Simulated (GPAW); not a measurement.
Ta2N (P-3m1), N K edge of atom 3, with 6 Ta at 2.18 Å (octahedral, site symmetry -3m). Method: GPAW, LDA, excited-electron core hole (neutral cell), 12-atom cell with 5.8 Å between holes, 4×4×4 k points, dipole transitions, Gaussian full width 0.9 eV up to 4 eV, rising linearly to 3.5 eV at 25 eV, without spin-orbit coupling.

```xyz
3
Lattice="3.1129 0.0000 0.0000 -1.5564 2.6958 0.0000 0.0000 0.0000 4.8698" Properties=species:S:1:pos:R:3 pbc="T T T"
Ta    0.0000    1.7972    1.2404
Ta    1.5564    0.8986    3.6294
N     0.0000    0.0000    0.0000
```

Energy from the lowest empty level; a common scale on which the isotropic spectrum has a mean of 1 over the first 20 eV.

| E (eV) | curve 1 | curve 2 |
| --- | --- | --- |
| -2.0 | 0.00 | 0.00 |
| -1.4 | 0.00 | 0.00 |
| -0.8 | 0.03 | 0.05 |
| -0.2 | 0.46 | 0.62 |
| 0.4 | 1.57 | 1.38 |
| 1.0 | 2.59 | 1.93 |
| 1.6 | 2.33 | 2.66 |
| 2.2 | 1.33 | 2.23 |
| 2.8 | 1.54 | 1.89 |
| 3.4 | 1.36 | 1.87 |
| 4.0 | 1.23 | 1.39 |
| 4.6 | 1.75 | 1.16 |
| 5.2 | 1.95 | 0.93 |
| 5.8 | 1.57 | 0.74 |
| 6.4 | 1.07 | 0.72 |
| 7.0 | 0.83 | 0.98 |
| 7.6 | 0.71 | 1.24 |
| 8.2 | 0.68 | 1.30 |
| 8.8 | 0.94 | 1.35 |
| 9.4 | 1.16 | 1.25 |
| 10.0 | 1.10 | 1.00 |
| 10.6 | 0.85 | 0.75 |
| 11.2 | 0.67 | 0.55 |
| 11.8 | 0.70 | 0.43 |
| 12.4 | 0.85 | 0.41 |
| 13.0 | 0.92 | 0.48 |
| 13.6 | 0.83 | 0.57 |
| 14.2 | 0.65 | 0.63 |
| 14.8 | 0.51 | 0.67 |
| 15.4 | 0.47 | 0.68 |
| 16.0 | 0.48 | 0.67 |
| 16.6 | 0.47 | 0.64 |
| 17.2 | 0.45 | 0.59 |
| 17.8 | 0.41 | 0.52 |
| 18.4 | 0.38 | 0.47 |
| 19.0 | 0.37 | 0.47 |
| 19.6 | 0.38 | 0.52 |
| 20.2 | 0.41 | 0.60 |
| 20.8 | 0.44 | 0.68 |
| 21.4 | 0.46 | 0.73 |
| 22.0 | 0.49 | 0.76 |
| 22.6 | 0.52 | 0.76 |
| 23.2 | 0.56 | 0.74 |
| 23.8 | 0.60 | 0.71 |
| 24.4 | 0.64 | 0.67 |
| 25.0 | 0.67 | 0.62 |
| 25.6 | 0.72 | 0.57 |
| 26.2 | 0.77 | 0.52 |
| 26.8 | 0.83 | 0.47 |
| 27.4 | 0.88 | 0.44 |
| 28.0 | 0.92 | 0.42 |
| 28.6 | 0.93 | 0.43 |
| 29.2 | 0.91 | 0.46 |
| 29.8 | 0.86 | 0.52 |
| 30.4 | 0.78 | 0.58 |
| 31.0 | 0.69 | 0.64 |
| 31.6 | 0.62 | 0.69 |

The curves are for the electric vector along different Cartesian axes of the cell as given, averaged over the symmetry-equivalent atoms. Which is which?

Curve 1: along x (⊥ c) (the other in-plane axis gives the same curve within 3 %), main maxima 1.2 eV (2.75), 3.0 eV (1.57) and 5.1 eV (1.97). Curve 2: along z (c), main maxima 1.7 eV (2.67), 8.8 eV (1.35) and 22.2 eV (0.76). A K edge sees empty p states; the first features are N p mixed into the empty d states of the Ta neighbours, and the broad ones above probably into the cations' higher empty bands. Each direction probes the empty orbitals that point along it. The holes are only 5.8 Å apart, so the shape is probably not converged with cell size; no larger cell was run here. The mesh is coarse (0.33 Å⁻¹ between points), so small maxima may be mesh ripples.

[Banner, clock and machine lines of the logs are left out without a mark of their own.]

[Logs are printed without paths, hosts, clocks, repeated set-up lines and the standing remarks that a program may print on its own settings, such as how far it seeks lower states.]

[Hosts, paths, dates, database ids (printed as entryN), source tags and the programs' standing remarks are cut or masked in the printed files.]

[Lists of maxima count a maximum above −3 eV only where it reaches 4 % of the highest in the window and stands out from its surroundings by 2 % of it (1.5 % where it reaches 55 %); shoulders and weaker maxima are passed over, and of the rest the first, up to two pre-edge ones and the few strongest are named.]
